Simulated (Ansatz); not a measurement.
# Cl-SnSn-Cl chair monolayer in a perpendicular field, part 2 of 2

Aim: how the Cl-SnSn-Cl chair monolayer screens a field along its normal, and what the field does to its bands. A positive field points along +c.

Ansatz 0.2.0; plane-wave DFT, PBE-D3(BJ), Ansatz PAW.

So far. Step 2 (Relaxing the slab): The lattice constant a goes from 4.587 to 4.857 Å.

## 3. Atoms held, field 0

A sawtooth potential applies the field, turning back in the middle of the vacuum. With the dipole correction the typed value is the field outside the slab. The induced dipole is small, so the SCF threshold is tight.

The cell differs from the one that the last finished run ended in (c 42.447 → 23.426 Å).

The input, input.yaml:

```yaml
crystal:
  lattice:
    - [4.8569888318, 0.0, 0.0]
    - [-2.4284944159, 4.2062757142, 0.0]
    - [0.0, 0.0, 23.4264108597]
  atoms:
    - { symbol: Cl, position: [0.6666666667, 0.3333333333, 0.3841817705] }
    - { symbol: Sn, position: [0.6666666667, 0.3333333333, 0.485389882] }
    - { symbol: Sn, position: [0.3333333333, 0.6666666667, 0.514610118] }
    - { symbol: Cl, position: [0.3333333333, 0.6666666667, 0.6158182295] }
kpoints:
  mp_grid: { grid: [12, 12, 1] }
  band_path:
    path: [[0, 0, 0], [0.5, 0, 0], [0.33333333, 0.33333333, 0], [0, 0, 0]]
    npoints: 16
hamiltonian:
  xc: pbe
  dispersion: d3bj
scf:
  occupations: { method: fermi_dirac, width: 0.02585 }
  convergence: { dr2_threshold: 1.0e-10 }
efield:
  axis: 3
  dipole_correction: true
  ramp_position: 0.97
  ramp_width: 0.06
  amplitude: 0
output:
  dos: { projected: true, e_range: [-6, 5] }
  write_potential: true
  write_density: true
  volumetric_format: npy
  elf: true
```

Run with:

```console
$ ansatz run input.yaml --threads 2 --pin off --max-ram 3072MiB --backend cpu --events-out ev --progress --plain --runs-dir out
```

Numbers of over 12 decimals in the logs are rounded to 6 here.

The log of the run:

```text
[...]
Crystal: 4 atoms, lattice volume = 478.598 Å³
Basis set: ecut = 420 eV, 9301 PW (Γ)
Bands: 26, of which v1, the nominal top of the filled ones, is band 21 counted from 1 (20 counted from 0)
Symmetry: 6 space group operations
k-points: 19 of 144 (time reversal used)
[...]
SCF iter   1: F=—  HF=-14210.321782 eV  |F-HF|=—  |Δ(HF+E_count)|=         —  Δρ=2.08e-3  dr2=9.79e-2  ethr=1.77e-3  p=0.000 e·Å  D=3.39e-14 V/Å  ΔV_dip=-0.00 eV  dr2_dipole=2.65e-8  V_vac-E_F(+/−)=6.77/6.77 eV  ⟨swp⟩=11.1  Hψ=3176  notcnv=0
efield: sawtooth ramp at fractional position 0.9700 (set: `efield.ramp_position`, or a place that a band, a saddle search or an elastic batch's reference lends), width 0.0600; the density the first Hamiltonian is built on has a dipole p = 0.000 e·Å; the dipole correction subtracts the counter field D = 3.39e-14 V/Å, which shifts the + side's vacuum level by -0.00 eV against the − side's; the planar-averaged density in the ramp window peaks in size at 2.7e-6 e/Å³
[...]
SCF iter   2: F=—  HF=-14210.337826 eV  |F-HF|=—  |Δ(HF+E_count)|=   1.60e-2  Δρ=3.23e-3  dr2=1.43e-1  ethr=2.33e-4  p=-0.000 e·Å  D=-5.52e-5 V/Å  ΔV_dip=0.00 eV  dr2_dipole=1.51e-7  V_vac-E_F(+/−)=6.05/6.05 eV  ⟨swp⟩=3.4  Hψ=965  notcnv=0  defer=17
[...]
SCF iter  10: F=-14210.299461 eV  HF=-14210.299461 eV  |F-HF|=1.46e-11  |Δ(HF+E_count)|=  3.64e-12  Δρ=3.78e-8  dr2=5.95e-12  ethr=1.00e-12  p=0.000 e·Å  D=5.33e-8 V/Å  ΔV_dip=-0.00 eV  dr2_dipole=1.19e-13  V_vac-E_F(+/−)=6.40/6.40 eV  ⟨swp⟩=2.8  Hψ=996  notcnv=0
SCF 1 converged in 10 iterations: F = -14210.299461 eV  dr2 = 5.95e-12
[...]
NSCF: frozen V_eff on 49 k-points
efield: sawtooth ramp at fractional position 0.9700 (kept from the solve that this one continues, or follows in the run), width 0.0600; the density the first Hamiltonian is built on has a dipole p = 0.000 e·Å; the dipole correction subtracts the counter field D = 5.33e-8 V/Å, which shifts the + side's vacuum level by -0.00 eV against the − side's; the planar-averaged density in the ramp window peaks in size at 3.0e-7 e/Å³
[...]
SCF converged after 10 iterations
Free energy (F): -14210.299461 eV
[...]
Internal energy: -14210.298697 eV  (E = F + TS)
E sigma→0 (E₀):  -14210.299079 eV
Entropy (-TS):   -0.000764 eV (-0.191 meV/atom)
Fermi energy:    -3.481382 eV
Dipole field:    D = -0.000000 V/Å  (p = -0.000001 e·Å, saw-weighted, corrected)
Work function:   Φ+ = 6.3999 eV   Φ− = 6.3999 eV
Levels:          The Fermi level and band energies are counted from a zero that moves with the ramp; work functions are not
[...]
--- Band table (eV; the first three rows and the last of 19) ---
  k-point 0: bands = [... 17 lower, -5.6127, -5.6127, -3.9396, -3.4902, -3.4902, -1.5848, -0.2297, -0.2297, ... 1 higher]
  k-point 1: bands = [... 17 lower, -5.6253, -5.6151, -4.4777, -3.5731, -2.8809, -1.5361, -0.2521, -0.0352, ... 1 higher]
  k-point 2: bands = [... 17 lower, -5.6589, -5.6229, -4.9730, -3.7638, -2.2810, -1.3975, -0.0981, 0.4795, ... 1 higher]
  k-point 18: bands = [... 17 lower, -5.8236, -5.5957, -5.5957, -4.8421, -0.0701, -0.0701, 0.8741, 0.8741, ... 1 higher]
```

Wall time 14 s (2 threads of AMD EPYC 9R14 (Zen 4), shared host); peak memory 0.82 GiB; 26 s of CPU time.

The column dr2 measures how far the density is from self-consistency, as an energy; F and HF (Harris–Foulkes) agree once it is small.

Numbers from this step:

* energy at zero smearing: -14210.2991 eV
* work function, upper face: 6.400 eV
* dipole along the normal: -6.52e-7 e·Å

Running mean over a fixed 2.8 Å (it still follows the layers) of the planar mean; the ramp of the sawtooth is left out. Table of electron's electrostatic potential energy less the Fermi level by z:

```
z (Å)  electron's electrostatic potential energy less the Fermi level (eV)
  3.0                                                                 6.40
  3.5                                                                 6.40
  4.0                                                                 6.40
  4.5                                                                 6.40
  5.0                                                                 6.40
  5.5                                                                 6.40
  6.0                                                                 6.39
  6.5                                                                 6.35
  7.0                                                                 6.12
  7.5                                                                 5.32
  8.0                                                                 4.31
  8.5                                                                 3.65
  9.0                                                                 3.06
  9.5                                                                 1.98
 10.0                                                                0.938
 10.5                                                                0.216
 11.0                                                               -0.451
 11.5                                                                -1.21
 12.0                                                                -1.14
 12.5                                                               -0.342
 13.0                                                                0.310
 13.5                                                                 1.07
 14.0                                                                 2.16
 14.5                                                                 3.18
 15.0                                                                 3.73
 15.5                                                                 4.44
 16.0                                                                 5.47
 16.5                                                                 6.18
 17.0                                                                 6.36
 17.5                                                                 6.39
 18.0                                                                 6.40
 18.5                                                                 6.40
 19.0                                                                 6.40
 19.5                                                                 6.40
 20.0                                                                 6.40
```

The density of states has structure finer than the step of the table below, so its rows give means over 0.25 eV, whole bins alone (the curve runs from -6 to 1.99 eV). Peaks (eV: height): -3.330: 8.38, -3.190: 19.5, -2.280: 21.4, -2.170: 42.1, -2.060: 10.5.

The density of states by energy, zero at the Fermi level; means over each step:

```
energy (eV)  density of states (states/eV a cell)
      -5.75                                 0.912
      -5.50                                 0.890
      -5.25                                 0.952
      -5.00                                 0.675
      -4.75                                     0
      -4.50                                     0
      -4.25                                     0
      -4.00                                     0
      -3.75                                     0
      -3.50                                  3.09
      -3.25                                  8.83
      -3.00                                  5.26
      -2.75                                  4.26
      -2.50                                  2.82
      -2.25                                  14.6
      -2.00                                  5.56
      -1.75                                  1.35
      -1.50                                 0.597
      -1.25                                  1.84
      -1.00                                  2.14
      -0.75                                  2.42
      -0.50                                  1.18
      -0.25                                 0.769
       0.00                                 0.236
       0.25                                0.0581
       0.50                                 0.116
       0.75                                 0.190
       1.00                                 0.248
       1.25                                 0.879
       1.50                                  2.07
       1.75                                  1.06
```

Projected DOS per atom over height of the atomic layer and energy from the Fermi level. Layers: Cl Sn Sn Cl from below.

Ten even steps from '_' (0.0 states/eV) to '@' (6.3 states/eV), each cell a mean:
```
________
__....__
________
________
________
________
________
__....__
________
________
..____..
@@____@@
..____..
::....::
--::::--
________
________
________
________
________
________
________
```
Columns: height of the atomic layer (Å) from 9 to 14.4 (not evenly spaced); rows upwards: energy from the Fermi level (eV) from -5.96 to 1.96.

The electronic bands at the labelled points (eV, zero at the Fermi level):

```
  point  band 18  band 19  band 20  band 21  band 22  band 23  band 24  band 25
      Γ    -2.13    -2.13    -0.46    -0.01    -0.01     1.90     3.25     3.25
halfway    -2.22    -2.15    -1.78    -0.49     1.39     2.30     3.99     4.66
      M    -2.27    -2.18    -2.10    -0.78     1.24     3.01     3.83     6.14
halfway    -2.31    -2.16    -2.08    -1.16     2.35     3.18     3.76     5.51
      K    -2.34    -2.11    -2.11    -1.36     3.41     3.41     4.36     4.36
halfway    -2.20    -2.20    -1.85    -0.78     2.13     2.43     3.42     4.94
      Γ    -2.13    -2.13    -0.46    -0.01    -0.01     1.90     3.25     3.25
```

Valence density in the ca plane at fractional y = 0.333, with atoms of Cl and Sn within 0.2 Å of it. It is the smooth field of the valence electrons, not physical close to the nuclei.

Ten steps, logarithmic in the rise over the least value, from '0' (0 e/Å³) to '9' (12 e/Å³), each cell a mean:
```
00000000000000000111110112221000000000000000
00000000000000001233321234321100000000000000
00000000000000012455532367642100000000000000
00000000000000013554543589963100000000000000
00000000000000013544543589963100000000000000
00000000000000012455543467752100000000000000
00000000000000001344322234432100000000000000
00000000000000000112111112221000000000000000
00000000000000000000000011111000000000000000
00000000000000000000000001111000011000000000
00000000000000000000000001111100111100000000
00000000000000000000000001111000011000000000
00000000000000000000000011111000000000000000
```
Columns run along c (16.0 Å, from fractional 0.09 to 0.78 of the cell), rows up along a (4.9 Å). Atoms in or near the plane, at fractional coordinates: Cl at (0.38, 0.67), Sn at (0.49, 0.67).

Electrostatic potential energy in the ca plane at fractional y = 0.333, with atoms of Cl and Sn within 0.2 Å of it. With pseudopotentials it is smooth inside the atoms' cores, unlike the true potential.

Values in eV, 7 rows by 16 columns, each cell a mean:
```
  3   3   3   3   3   3   0  -1  -4 -10  -3   1   2   3   3   3
  3   3   3   3   3   1 -17 -16 -13  -8  -9   1   2   3   3   3
  3   3   3   3   3   1 -20 -20 -13  -1 -11   1   2   3   3   3
  3   3   3   3   3   2  -6  -6  -9 -15  -5   1   2   3   3   3
  3   3   3   3   3   3   2   2  -1  -3  -2   1   2   3   3   3
  3   3   3   3   3   3   3   2   0  -3  -3   1   2   3   3   3
  3   3   3   3   3   3   3   2   0  -2  -2   1   2   3   3   3
```
Columns run along c (16.0 Å, from fractional 0.09 to 0.78 of the cell; values clipped at the 3rd and 97th percentile), rows up along a (4.9 Å). Atoms in or near the plane, at fractional coordinates: Cl at (0.38, 0.67), Sn at (0.49, 0.67).

ELF in the ca plane at fractional y = 0.333, with atoms of Cl and Sn within 0.2 Å of it. It is the smooth field of the valence electrons, not physical close to the nuclei.

Values, 7 rows by 16 columns, each cell a mean:
```
0.00 0.00 0.00 0.00 0.01 0.26 0.74 0.60 0.24 0.44 0.38 0.05 0.18 0.08 0.01 0.00
0.00 0.00 0.00 0.00 0.02 0.42 0.82 0.76 0.28 0.15 0.36 0.05 0.01 0.00 0.00 0.00
0.00 0.00 0.00 0.00 0.02 0.45 0.74 0.69 0.27 0.06 0.36 0.06 0.00 0.00 0.00 0.00
0.00 0.00 0.00 0.00 0.02 0.33 0.83 0.73 0.27 0.33 0.38 0.04 0.08 0.04 0.00 0.00
0.00 0.00 0.00 0.00 0.00 0.12 0.43 0.29 0.18 0.53 0.35 0.13 0.43 0.22 0.02 0.00
0.00 0.00 0.00 0.00 0.00 0.00 0.02 0.01 0.11 0.42 0.29 0.25 0.65 0.36 0.03 0.00
0.00 0.00 0.00 0.00 0.00 0.04 0.20 0.12 0.14 0.49 0.32 0.19 0.56 0.30 0.03 0.00
```
Columns run along c (16.0 Å, from fractional 0.09 to 0.78 of the cell), rows up along a (4.9 Å). Atoms in or near the plane, at fractional coordinates: Cl at (0.38, 0.67), Sn at (0.49, 0.67).

The work function of the upper face is 6.40 eV.

## 4. Atoms held, field 0.1 V/Å

input.yaml, as its differences from that of step 3:

```diff
@@ -26,5 +26,4 @@
   ramp_width: 0.06
-  amplitude: 0
+  amplitude: 0.1
 output:
-  dos: { projected: true, e_range: [-6, 5] }
   write_potential: true
@@ -32,2 +31 @@
   volumetric_format: npy
-  elf: true
```

The log of the run:

```text
[...]
Crystal: 4 atoms, lattice volume = 478.598 Å³
Basis set: ecut = 420 eV, 9301 PW (Γ)
Bands: 26, of which v1, the nominal top of the filled ones, is band 21 counted from 1 (20 counted from 0)
Symmetry: 6 space group operations
k-points: 19 of 144 (time reversal used)
[...]
k-point 0: bands = [... 17 lower, -5.6058, -5.6058, -3.9397, -3.4902, -3.4902, -1.5854, -0.2299, -0.2299, ... 1 higher]
  k-point 1: bands = [... 17 lower, -5.6211, -5.6089, -4.4775, -3.5732, -2.8810, -1.5367, -0.2523, -0.0354, ... 1 higher]
  k-point 2: bands = [... 17 lower, -5.6582, -5.6180, -4.9719, -3.7638, -2.2812, -1.3981, -0.0983, 0.4793, ... 1 higher]
  k-point 18: bands = [... 17 lower, -5.8242, -5.6306, -5.5601, -4.8411, -0.0818, -0.0592, 0.8697, 0.8780, ... 1 higher]
[key lines of the parts left out:]
SCF converged after 11 iterations
Free energy (F): -14210.302628 eV
Fermi energy:    -3.481438 eV
Dipole field:    D = 0.023951 V/Å  (p = 0.063349 e·Å, saw-weighted, corrected)
```

Run time: 14 s. Hardware: 2 threads; peak memory 0.77 GiB; 27 s of CPU time.

The dipole is 0.0633 e·Å.

## 5. Single point, field -0.1 V/Å

input.yaml, as its differences from that of step 4:

```diff
@@ -26,3 +26,3 @@
   ramp_width: 0.06
-  amplitude: 0.1
+  amplitude: -0.1
 output:
```

The log of the run:

```text
[...]
Crystal: 4 atoms, lattice volume = 478.598 Å³
Basis set: ecut = 420 eV, 9301 PW (Γ)
Bands: 26, of which v1, the nominal top of the filled ones, is band 21 counted from 1 (20 counted from 0)
Symmetry: 6 space group operations
k-points: 19 of 144 (time reversal used)
[...]
k-point 0: bands = [... 17 lower, -5.6058, -5.6058, -3.9397, -3.4902, -3.4902, -1.5854, -0.2299, -0.2299, ... 1 higher]
  k-point 1: bands = [... 17 lower, -5.6211, -5.6089, -4.4775, -3.5732, -2.8810, -1.5367, -0.2523, -0.0354, ... 1 higher]
  k-point 2: bands = [... 17 lower, -5.6582, -5.6180, -4.9719, -3.7638, -2.2812, -1.3981, -0.0983, 0.4793, ... 1 higher]
  k-point 18: bands = [... 17 lower, -5.8242, -5.6306, -5.5601, -4.8411, -0.0818, -0.0592, 0.8697, 0.8780, ... 1 higher]
[key lines of the parts left out:]
SCF converged after 11 iterations
Free energy (F): -14210.302628 eV
Fermi energy:    -3.481438 eV
Dipole field:    D = -0.023951 V/Å  (p = -0.063349 e·Å, saw-weighted, corrected)
```

Run time: 14 s. Hardware: 2 threads; peak memory 0.77 GiB.

The dipole is -0.0633 e·Å.

## 6. Response, atoms held

This step: plane-wave DFT, PBE-D3(BJ), Ansatz PAW; response to a field along the normal, atoms held (Ansatz 0.2.0).

The dipoles give the slope, and the difference of two potentials shows where the field is screened.

This step gave:

```yaml
equivalent_conductor_thickness_p_eps_0ae: 5.611 Å
distance_between_the_outer_atoms: 5.426 Å
```

The dipole of the cell by applied field:

```
applied field (V/Å)  dipole of the cell (e·Å)
            -0.1000                   -0.0633
             0.0000                   -6.5e-7
             0.1000                    0.0633
```

Local field over the applied field, running mean. From the potentials at -0.1 and 0.1 V/Å; running mean over 2.5 Å. Table of local field over applied field by z:

z (Å), local field over applied field and a bar from the least value:
```
     4.10      1.000 ##############################
     4.54      1.000 ##############################
     4.98      0.999 ##############################
     5.27      0.999 ##############################
     5.71      0.996 ##############################
     6.15      0.988 ##############################
     6.59      0.965 #############################
     7.03      0.910 ###########################
     7.32      0.848 #########################
     7.76      0.730 #####################
     8.20      0.605 ################
     8.64      0.481 ############
     9.08      0.379 ########
     9.52      0.311 ######
     9.81      0.279 #####
    10.25      0.232 ###
    10.69      0.183 #
    11.13      0.150 
    11.57      0.141 
    11.86      0.141 
    12.30      0.150 
    12.74      0.183 #
    13.18      0.232 ###
    13.62      0.279 #####
    13.91      0.311 ######
    14.35      0.379 ########
    14.79      0.481 ############
    15.23      0.605 ################
    15.67      0.730 #####################
    16.11      0.848 #########################
    16.40      0.910 ###########################
    16.84      0.965 #############################
    17.28      0.988 ##############################
    17.72      0.996 ##############################
    18.16      0.999 ##############################
    18.45      0.999 ##############################
    18.89      1.000 ##############################
    19.33      1.000 ##############################
```

Electrons, planar mean, per unit field. Table of induced electron density by z:

```
z (Å)  induced electron density (e/Å³ per V/Å)
 4.10                                   1.5e-7
 4.54                                   4.7e-7
 4.98                                   1.7e-6
 5.27                                   3.9e-6
 5.71                                   1.3e-5
 6.15                                   4.5e-5
 6.59                                   1.4e-4
 7.03                                   4.2e-4
 7.32                                   8.3e-4
 7.76                                  0.00202
 8.20                                  0.00337
 8.64                                  0.00231
 9.08                                   1.1e-4
 9.52                                   4.6e-4
 9.81                                  -4.2e-4
10.25                                  -6.7e-4
10.69                                  0.00143
11.13                                  0.00238
11.57                                   5.7e-4
11.86                                  -5.7e-4
12.30                                 -0.00238
12.74                                 -0.00143
13.18                                   6.7e-4
13.62                                   4.2e-4
13.91                                  -4.6e-4
14.35                                  -1.1e-4
14.79                                 -0.00231
15.23                                 -0.00337
15.67                                 -0.00202
16.11                                  -8.3e-4
16.40                                  -4.2e-4
16.84                                  -1.4e-4
17.28                                  -4.5e-5
17.72                                  -1.3e-5
18.16                                  -3.9e-6
18.45                                  -1.7e-6
18.89                                  -4.7e-7
19.33                                  -1.5e-7
```

By hand: between -0.1 and 0.1 V/Å the dipole changes by 0.1267 e·Å, a slope of 0.6335 e·Å²/V. A perfect conductor of thickness t has p = ε₀AEt, so t = 180.95 × 0.6335 / 20.430 = 5.61 Å (e/ε₀ = 180.95 V·Å, A in Å²).

The induced dipole is that of a conductor 5.61 Å thick.

## 7. Results

- gap without field: none
- work function, upper face: 6.40 eV
- equivalent conductor thickness, atoms held: 5.61 Å

What this shows: The induced dipole equals that of a perfect conductor 5.61 Å thick, while the outer atoms lie 5.43 Å apart. There is no gap over 0.03 eV, with or without the field. Spin-orbit coupling is left out, which matters for the bands of elements this heavy.

[Logs are printed without paths, hosts, clocks, repeated set-up lines and the standing remarks that a program may print on its own settings, such as how far it seeks lower states.]

[Hosts, paths, dates, database ids (printed as entryN), source tags and the programs' standing remarks are cut or masked in the printed files.]

[Maps of the electrostatic potential energy from Ansatz leave out the sawtooth potential of an applied field or a dipole correction, so their vacuum need not be flat; planar profiles and work functions include it.]

[The density of states shown here was stored with 400 of the rows of the run's finer table, so its peaks can read low, often by over a quarter, or be missed, and its means over a window can be off by a tenth or more.]
